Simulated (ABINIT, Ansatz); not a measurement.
## K2H4Pt (I4/mmm): changed settings of a GW run in ABINIT

A base run on K2H4Pt (I4/mmm), then changed inputs.

Main program and level: ABINIT 10.8.3; PBEsol and many-body steps on it, plane waves.

Most raw output is cut from this account.

**1. The starting structure**

Symmetry: I4/mmm, No. 139, tetragonal system. Conventional cell: a = 5.749 Å, b = 5.749 Å, c = 7.722 Å, α = 90.00°, β = 90.00°, γ = 90.00°. Nearest to K lie 8 H at 2.83 Å. Nearest to H lie 1 Pt at 1.65 Å and 2 H at 2.33 Å and 4 K at 2.83 Å. Nearest to Pt lie 4 H at 1.65 Å. Farther neighbours are not listed.

The cell and positions are those that the Materials Project relaxed with its own functionals (PBE, PBE+U or r2SCAN), kept fixed. Spin-orbit coupling is left out unless a step names it.

**2. Screening, 2×2×2 mesh, 104 bands, screening to 114.3 eV**

This step: ABINIT 10.8.3; RPA screening on PBEsol, plane waves, norm-conserving pseudopotentials.

The RPA dielectric matrix is built and inverted for each q.

run.abi reads:

```
acell 3*1.0 Angstrom
rprim 
  -2.874560180000 2.874560180000 3.861188830000
  2.874560180000 -2.874560180000 3.861188830000
  2.874560180000 2.874560180000 -3.861188830000
ntypat 3
znucl 19 1 78
natom 7
typat 1 1 2 2 2 2 3
xred 
  0.250000000000 0.750000000000 0.500000000000
  0.750000000000 0.250000000000 0.500000000000
  0.202788050000 0.797211950000 0.000000000000
  0.202788050000 0.202788050000 0.405576100000
  0.797211950000 0.202788050000 0.000000000000
  0.797211950000 0.797211950000 0.594423900000
  0.000000000000 0.000000000000 0.000000000000
pp_dirpath "pseudos"
pseudos "K.upf, H.upf, Pt.upf"
ecut 38
ngkpt 2 2 2
nshiftk 1
shiftk 0 0 0
kptopt 1
chksymbreak 0
istwfk *1
occopt 1
irdwfk 1
optdriver 3
nband 104
ecuteps 4.2
inclvkb 2
awtr 1
symchi 1
indata_prefix "in"
outdata_prefix "out"
tmpdata_prefix "tmp"
```

The run is started by

```
> OMP_NUM_THREADS=1 mpirun -n 4 abinit run.abi > log
```

Wall time 29 s (4 MPI ranks of Intel Xeon Platinum 8488C (Sapphire Rapids), shared host); peak memory 1.8 GiB.

Numbers from this step:

* ε∞ with local fields, on this mesh, along the program's q direction: 2.815
* the same without local fields: 3.655
* plasma frequency: 20.79 eV
* plane waves in the screening matrix: 339

Local fields lower ε∞ by 23 %. On a Γ-centred mesh this coarse the value itself is usually too large, while a short band sum pulls it down.

**3. Base**

The self-energy is evaluated for the states that the input lists, and the levels follow from it, in one-shot runs by the linearised quasiparticle equation.

This step: G0W0 on PBEsol, plane waves, norm-conserving pseudopotentials.

run.abi: that of step 2 with these lines changed.

```diff
@@ -28,8 +28,19 @@
 irdwfk 1
-optdriver 3
+optdriver 4
 nband 104
+gwcalctyp 0
+ecutsigx 38
+symsigma 1
+nkptgw 3
+kptgw 
+  0.5000000000 0.5000000000 0.0000000000
+  0.5000000000 0.5000000000 0.5000000000
+  0.0000000000 0.0000000000 0.0000000000
+bdgw 
+  19 22
+  18 22
+  18 22
 ecuteps 4.2
-inclvkb 2
-awtr 1
-symchi 1
+irdscr 1
+ppmodel 1
 indata_prefix "in"
```

It took 15 s on 4 MPI ranks; peak memory 1.7 GiB; 58 s of CPU time.

Numbers from this step:

```yaml
g0w0_gap_on_the_points_computed: 4.164 eV
starting_gap_on_the_mesh: 2.606 eV
k_of_the_valence_top: 0.5, 0.5, 0
k_of_the_conduction_bottom: 0.5, 0.5, 0.5
z_at_the_valence_top: 0.798
z_at_the_conduction_bottom: 0.858
least_direct_g0w0_gap_on_the_computed_points: 4.185 eV
```

The gap on the mesh goes from 2.61 eV to 4.16 eV, a correction of +1.56 eV.

**4. Scissors in G**

run.abi: that of step 3 with these lines changed.

```diff
@@ -45,2 +45,3 @@
 ppmodel 1
+mbpt_sciss 0.5 eV
 indata_prefix "in"
```

The job ended after 18 s (4 MPI ranks; peak memory 1.6 GiB).

Numbers from this step:

```
G0W0 gap on the points computed              : 4.208 eV
starting gap on the mesh                     : 2.606 eV
k of the valence top                         : 0.5, 0.5, 0
k of the conduction bottom                   : 0.5, 0.5, 0.5
Z at the valence top                         : 0.799
Z at the conduction bottom                   : 0.859
least direct G0W0 gap on the computed points : 4.229 eV
```

**5. Another k mesh than the file's**

run.abi: that of step 4 with these lines changed.

```diff
@@ -20,3 +20,3 @@
 ecut 38
-ngkpt 2 2 2
+ngkpt 3 3 3
 nshiftk 1
@@ -45,3 +45,2 @@
 ppmodel 1
-mbpt_sciss 0.5 eV
 indata_prefix "in"
```

Run time: 3.3 s. Hardware: 4 MPI ranks; peak memory 0.21 GiB.

The run stopped with an error after 3.3 s.

The program's words: Cannot continue, basic dimensions/parameters reported in the header do not agree with input file. Check consistency between the content of the WFK external file and the input file.

The fault put into this input: another k mesh than the file's.

**6. Side by side**

Times are wall times on 4 MPI ranks of Intel Xeon Platinum 8488C (Sapphire Rapids), shared host, good to a factor of about two. A run's time includes the screening step that it read.

| run | mesh | bands | screening cutoff (eV) | DFT gap (eV) | gap on the mesh (eV) | direct (eV) | ε∞ used | time |
| --- | --- | --- | --- | --- | --- | --- | --- | --- |
| base | 2×2×2 | 104 | 114.3 | 2.606 | 4.164 | 4.185 | 2.82 | 44 s |
| scissors in G | 2×2×2 | 104 | 114.3 | 2.606 | 4.208 | 4.229 | 2.82 | 47 s |

**7. Outcome**

```yaml
base: 4.164 eV
scissors_in_g: 4.208 eV
known_limits: not at the basis limit; no spin polarisation; d states lean on the start; no spin-orbit coupling; coarse k mesh
```

Scissors in G: +0.044 eV against base (keys changed: mbpt_sciss). Bands and cutoff are finite, so the gap is not at the basis limit. The miss can reach some tenths of an eV and take either sign; the mesh is an error of its own. In the G0W0 runs levels were corrected at 3 k points alone, so a gap called «on the mesh» is the least over those, and an edge elsewhere would be missed. The 2×2×2 mesh is coarse for this cell, which bears on the long-range parts of exchange and screening. The runs have no spin polarisation. For a closed low-spin shell that is the natural state; where a d or f shell is open it is a constraint, and the gap is then not the crystal's own. With d states at the gap, one-shot GW leans hard on its start. The many-body steps are scalar-relativistic: spin-orbit coupling is not in them.

[Paths, hosts, dates, memory and timing lines, banners, echoed tables and standing remarks are left out of the program output.]

[Logs are printed without paths, hosts, clocks, repeated set-up lines and the standing remarks that a program may print on its own settings, such as how far it seeks lower states.]

[Runs of the session that timed out or met a known fault of the program may be left out.]

[Hosts, paths, dates, database ids (printed as entryN), source tags and the programs' standing remarks are cut or masked in the printed files.]

[G0W0 gaps are taken among the corrected bands and points alone; a level outside them can change the order at an edge.]

[Where Ansatz stands beside ABINIT at settings called matched, ABINIT's density can come from a denser mesh and the files from another edition; pairs whose starting gaps differed by over 0.03 eV were left out, so agreement reads better than it is.]
